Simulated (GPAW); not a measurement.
# SrGaSnH (P3m1): G0W0 on several meshes in GPAW

How does the mesh move the gap of SrGaSnH (P3m1)?

Program: GPAW 26.7.0. Level of theory: LDA and many-body steps on it, plane waves. Results are calculated unless marked as measured.

This is a report of a sequence of runs, with most program output left out.

## 1. Starting point

Symmetry: P3m1, No. 156, trigonal system. The conventional cell has a = 4.483 Å, b = 4.483 Å, c = 5.191 Å, α = 90.00°, β = 90.00°, γ = 120.00°. Sr has 3 H at 2.61 Å nearest. Nearest to Ga lie 1 H at 1.74 Å and 3 Sn at 2.70 Å. Nearest to Sn lie 3 Ga at 2.70 Å. Nearest to H lie 1 Ga at 1.74 Å and 3 Sr at 2.61 Å. Farther neighbours are not listed.

Coordinates:

```cif
data_structure
_symmetry_space_group_name_H-M 'P3m1'
_symmetry_Int_Tables_number 156
_cell_length_a 4.4829
_cell_length_b 4.4829
_cell_length_c 5.1912
_cell_angle_alpha 90.000
_cell_angle_beta 90.000
_cell_angle_gamma 120.000
_cell_volume 90.35
loop_
_atom_site_label
_atom_site_type_symbol
_atom_site_symmetry_multiplicity
_atom_site_Wyckoff_symbol
_atom_site_fract_x
_atom_site_fract_y
_atom_site_fract_z
_atom_site_occupancy
Sr1 Sr 1 a 0.00000 0.00000 0.00000 1
Ga1 Ga 1 c 0.66667 0.33333 0.60060 1
Sn1 Sn 1 b 0.33333 0.66667 0.45210 1
H1 H 1 c 0.66667 0.33333 0.93660 1
```

The cell and positions come from the Crystallography Open Database and are kept as given unless a step says otherwise.

## 2. Empty states on the mesh, 3×3×2 mesh, 314 bands

This step: GPAW 26.7.0; DFT, LDA, plane waves, PAW.

The sums over transitions need many empty states on a uniform mesh; this step solves for them.

Contents of run.py:

```python
import json
import numpy as np
from gpaw.mpi import world
from gpaw import GPAW

calc = GPAW('gs.gpw').fixed_density(kpts={'size': (3, 3, 2), 'gamma': True},
    parallel={'domain': 1, 'band': 1},
    txt='nscf.txt')
calc.diagonalize_full_hamiltonian(nbands=314)
calc.write('full.gpw', mode='all')
res = {}
kpts = calc.get_ibz_k_points()
res['kpts'] = kpts
res['eigenvalues'] = [calc.get_eigenvalues(kpt=k) for k in range(len(kpts))]
res['n_electrons'] = calc.get_number_of_electrons()

if world.rank == 0:
    with open('result.json', 'w') as f:
        json.dump(res, f, default=lambda x: x.tolist())
```

The run is started by

```
$ mpirun -n 4 gpaw python run.py
```

The job ended after 38 s (4 MPI ranks of Intel Xeon 6975P-C (Granite Rapids), shared host; peak memory 3.1 GiB; 2.5 min of CPU time).

This step gave:

* gap: 0.2856 eV
* k of the valence top: 0, 0, 0.5
* k of the conduction bottom: 0, 0, 0.5
* least direct gap: 0.2856 eV
* k points computed: 6
* lowest point of the top converged band, above the valence top: 118.0331 eV

On this mesh the gap is 0.286 eV.

## 3. 3×3×2

G0W0 replaces the xc potential by the self-energy, built once from these orbitals. Only a window of levels is corrected, while the sums run over the empty bands that the input names.

This step: G0W0 on LDA, plane waves, PAW.

Contents of run.py:

```python
import json
import numpy as np
from gpaw.mpi import world
from gpaw.response.g0w0 import G0W0

gw = G0W0('full.gpw',
    filename='gw',
    kpts=[0, 1],
    bands=(12, 16),
    ecut=39,
    nbands=49,
    integrate_gamma='WS',
    ppa=True)
gw.calculate()
res = {mode: {k: v for k, v in r.items() if k != 'sigma_eskwn'}
       for mode, r in gw.all_results.items()}

if world.rank == 0:
    with open('result.json', 'w') as f:
        json.dump(res, f, default=lambda x: x.tolist())
```

The run is started by

```
$ mpirun -n 4 gpaw python run.py
```

Elapsed: 7.6 s, on 4 MPI ranks; peak memory 1.2 GiB.

This step gave:

| Property | Result |
| --- | --- |
| G0W0 gap on the points computed | 1.092 eV |
| least direct G0W0 gap on the computed points | 1.111 eV |
| Z at the valence top | 0.7953 |
| Z at the conduction bottom | 0.7906 |
| starting gap on the mesh | 0.2856 eV |
| k of the valence top | 0, 0, 0.5 |
| k of the conduction bottom | 0, 0, 0 |

The gap on the mesh goes from 0.29 eV to 1.09 eV, a correction of +0.81 eV.

## 4. Empty states on the mesh, 3×3×4 mesh, 59 bands

This step: DFT, LDA, plane waves, PAW.

Contents of run.py:

```python
import json
import numpy as np
from gpaw.mpi import world
from gpaw import GPAW

calc = GPAW('gs.gpw').fixed_density(kpts={'size': (3, 3, 4), 'gamma': True},
    nbands=68,
    convergence={'bands': 59},
    txt='nscf.txt')
calc.write('full.gpw', mode='all')
res = {}
kpts = calc.get_ibz_k_points()
res['kpts'] = kpts
res['eigenvalues'] = [calc.get_eigenvalues(kpt=k) for k in range(len(kpts))]
res['n_electrons'] = calc.get_number_of_electrons()

if world.rank == 0:
    with open('result.json', 'w') as f:
        json.dump(res, f, default=lambda x: x.tolist())
```

The run is started by

```
$ mpirun -n 4 gpaw python run.py
```

Wall time 9.7 s (4 MPI ranks); peak memory 0.79 GiB.

Numbers from this step:

- gap: 0.2856 eV
- k of the valence top: 0, 0, 0.5
- k of the conduction bottom: 0, 0, 0.5
- least direct gap: 0.2856 eV
- k points computed: 10
- lowest point of the top converged band, above the valence top: 28.17 eV

On this mesh the gap is 0.286 eV.

## 5. 3×3×4

This step: G0W0 on LDA, plane waves, PAW.

Contents of run.py:

```python
import json
import numpy as np
from gpaw.mpi import world
from gpaw.response.g0w0 import G0W0

gw = G0W0('full.gpw',
    filename='gw',
    kpts=[0, 2],
    bands=(12, 16),
    ecut=39,
    nbands=49,
    integrate_gamma='WS',
    ppa=True)
gw.calculate()
res = {mode: {k: v for k, v in r.items() if k != 'sigma_eskwn'}
       for mode, r in gw.all_results.items()}

if world.rank == 0:
    with open('result.json', 'w') as f:
        json.dump(res, f, default=lambda x: x.tolist())
```

The run is started by

```
$ mpirun -n 4 gpaw python run.py
```

Wall time 12 s (4 MPI ranks); peak memory 1.6 GiB; 48 s of CPU time.

This step gave:

```yaml
g0w0_gap_on_the_points_computed: 1.100 eV
least_direct_g0w0_gap_on_the_computed_points: 1.112 eV
z_at_the_valence_top: 0.7938
z_at_the_conduction_bottom: 0.7899
starting_gap_on_the_mesh: 0.2856 eV
k_of_the_valence_top: 0, 0, 0.5
k_of_the_conduction_bottom: 0, 0, 0
```

Against G0W0 in GPAW (3×3×2 mesh, 49 bands, screening to 39 eV, Godby-Needs plasmon pole), the gap moves by +0.008 eV.

## 6. The runs together

Times are wall times on 4 MPI ranks of Intel Xeon 6975P-C (Granite Rapids), shared host, good to a factor of about two.

```csv
run,mesh,bands,screening cutoff (eV),DFT gap (eV),gap on the mesh (eV),direct (eV),time
3×3×2,3×3×2,49,39,0.286,1.092,1.111,7.6 s
3×3×4,3×3×4,49,39,0.286,1.100,1.112,12 s
```

## 7. Summary of results

| Property | Result |
| --- | --- |
| 3×3×2 | 1.092 eV |
| 3×3×4 | 1.100 eV |
| known limits | not at the basis limit; no spin-orbit coupling; coarse k mesh |

**Reading.** 3×3×4: +0.008 eV against 3×3×2. Bands and cutoff are finite, so the gap is not at the basis limit. The miss can reach some tenths of an eV and take either sign; the mesh is an error of its own. These stock PAW sets were not made for GW; the filled d or f shell of Ga lies in the frozen core, which bears on start and correction. In the G0W0 runs levels were corrected at 2 k points alone, so a gap called «on the mesh» is the least over those, and an edge elsewhere would be missed. The 3×3×2 mesh is coarse for this cell, which bears on the long-range parts of exchange and screening. Mesh or cutoff lie under what a gap needs, so these runs test behaviour and cost; their gaps are not to be quoted. The many-body steps are scalar-relativistic: spin-orbit coupling is not in them.

[Paths, hosts, dates, memory and timing lines, banners, echoed tables and standing remarks are left out of the program output.]

[Logs are printed without paths, hosts, clocks, repeated set-up lines and the standing remarks that a program may print on its own settings, such as how far it seeks lower states.]

[Runs of the session that timed out or met a known fault of the program may be left out.]

[Hosts, paths, dates, database ids (printed as entryN), source tags and the programs' standing remarks are cut or masked in the printed files.]
